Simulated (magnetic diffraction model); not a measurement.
**Magnetic neutron pattern of Li3Mn2AsO6**

Space group C2/m (no. 12), a = 13.0190 Å, b = 3.1590 Å, c = 6.4080 Å, β = 102.37°.

| site | atom | x | y | z |
| --- | --- | --- | --- | --- |
| 2b | As | 0 | 1/2 | 0 |
| 4i | Mn | 0.3252 | 1/2 | 0.6477 |
| 4i | O | 0.1613 | 1/2 | 0.5946 |
| 4i | O | 0.4975 | 1/2 | 0.2150 |
| 4i | O | 0.3516 | 0 | 0.9210 |
| 4i | Li | 0.3375 | 1/2 | 0.1962 |
| 2d | Li | 0 | 1/2 | 1/2 |

The compound is invented for this exercise: a known structure type with other elements, its cell scaled to their sizes and not relaxed.

Only Mn is taken to order (form factors of Mn2+); orders and moment sizes are assumed, and not adapted to the symmetry. Radiation: neutrons of λ = 1.8 Å, 3° to 50°; isotropic B of 0.56 Å² (As), 0.56 Å² (Mn), 0.6 Å² (O) and 0.86 Å² (Li). Simulated constant-wavelength pattern: nuclear and magnetic terms add, the magnetic one as |2.695 fm × Σ f S⊥ exp(2πi Q·r) exp(−B s²)|², summed over all Q at one angle with the factor 1/(sin²θ cos θ). For collinear order S is the moment m, which repeats by lattice and centring translations R with the sign exp(−2πi k·R). Free-ion form factors, Sears's scattering lengths of 1992, no absorption; a label names one of the reflections at its angle. The strongest nuclear line in the range is 100, and lines under 0.2 are left out.

Assume the order k = (0 1 0), collinear moments along [010], 4.65 μB on Mn; signs + at (0.3252, 1/2, 0.6477), + at (0.1748, 0, 0.3523).

Predict the pattern, nuclear and magnetic parts apart.

| 2θ (°) | index | nuclear | magnetic |
| --- | --- | --- | --- |
| 8.12 | (1 0 0) | 0.0 | 362.2 |
| 16.27 | (2 0 0) | 36.5 | 0.0 |
| 16.53 | (0 0 1) | 40.1 | 0.0 |
| 16.79 | (1 0 -1) | 0.0 | 77.7 |
| 19.96 | (1 0 1) | 0.0 | 1.9 |
| 20.61 | (2 0 -1) | 7.0 | 0.0 |
| 24.52 | (3 0 0) | 0.0 | 0.9 |
| 25.69 | (2 0 1) | 12.6 | 0.0 |
| 26.54 | (3 0 -1) | 0.0 | 24.9 |
| 32.61 | (3 0 1) | 0.0 | 8.9 |
| 32.65 | (1 0 -2) | 0.0 | 0.6 |
| 32.89 | (4 0 0) | 0.8 | 0.0 |
| 33.43 | (0 0 2) | 4.5 | 0.0 |
| 33.57 | (4 0 -1) | 6.5 | 0.0 |
| 33.96 | (2 0 -2) | 9.6 | 0.0 |
| 34.14 | (1 1 0) | 11.8 | 0.0 |
| 36.18 | (1 0 2) | 0.0 | 6.3 |
| 37.10 | (2 1 0) | 0.0 | 3.2 |
| 37.18 | (3 0 -2) | 0.0 | 10.0 |
| 37.22 | (0 1 1) | 0.0 | 3.2 |
| 37.34 | (1 1 -1) | 3.6 | 0.0 |
| 38.96 | (1 1 1) | 1.2 | 0.0 |
| 40.23 | (4 0 1) | 0.4 | 0.0 |
| 40.57 | (2 0 2) | 48.2 | 0.0 |
| 41.45 | (5 0 0) | 0.0 | 4.4 |
| 41.62 | (3 1 0) | 100.0 | 0.0 |
| 41.92 | (4 0 -2) | 45.8 | 0.0 |
| 42.37 | (2 1 1) | 0.0 | 5.5 |
| 42.92 | (3 1 -1) | 5.3 | 0.0 |
| 46.20 | (3 0 2) | 0.0 | 5.8 |
| 47.16 | (3 1 1) | 3.5 | 0.0 |
| 47.18 | (1 1 -2) | 36.5 | 0.0 |
| 47.36 | (4 1 0) | 0.0 | 4.9 |
| 47.76 | (0 1 2) | 0.0 | 4.9 |
| 47.83 | (5 0 -2) | 0.0 | 4.0 |
| 47.86 | (4 1 -1) | 0.0 | 3.6 |
| 48.16 | (2 1 -2) | 0.0 | 3.3 |
| 48.35 | (5 0 1) | 0.0 | 4.9 |
| 49.43 | (6 0 -1) | 1.1 | 0.0 |
| 49.85 | (1 1 2) | 4.5 | 0.0 |
| 49.91 | (1 0 -3) | 0.0 | 2.0 |

The strongest magnetic line in the range is (1 0 0) at 8.12° (362.2). On top of the Lorentz factor, which all lines share, magnetic lines fade with angle because f falls: for Mn2+ it is 0.90, 0.66, 0.41 and 0.12 at sin θ/λ = 0.1, 0.2, 0.3 and 0.5 Å⁻¹, while nuclear lengths stay constant. The order has no net moment.
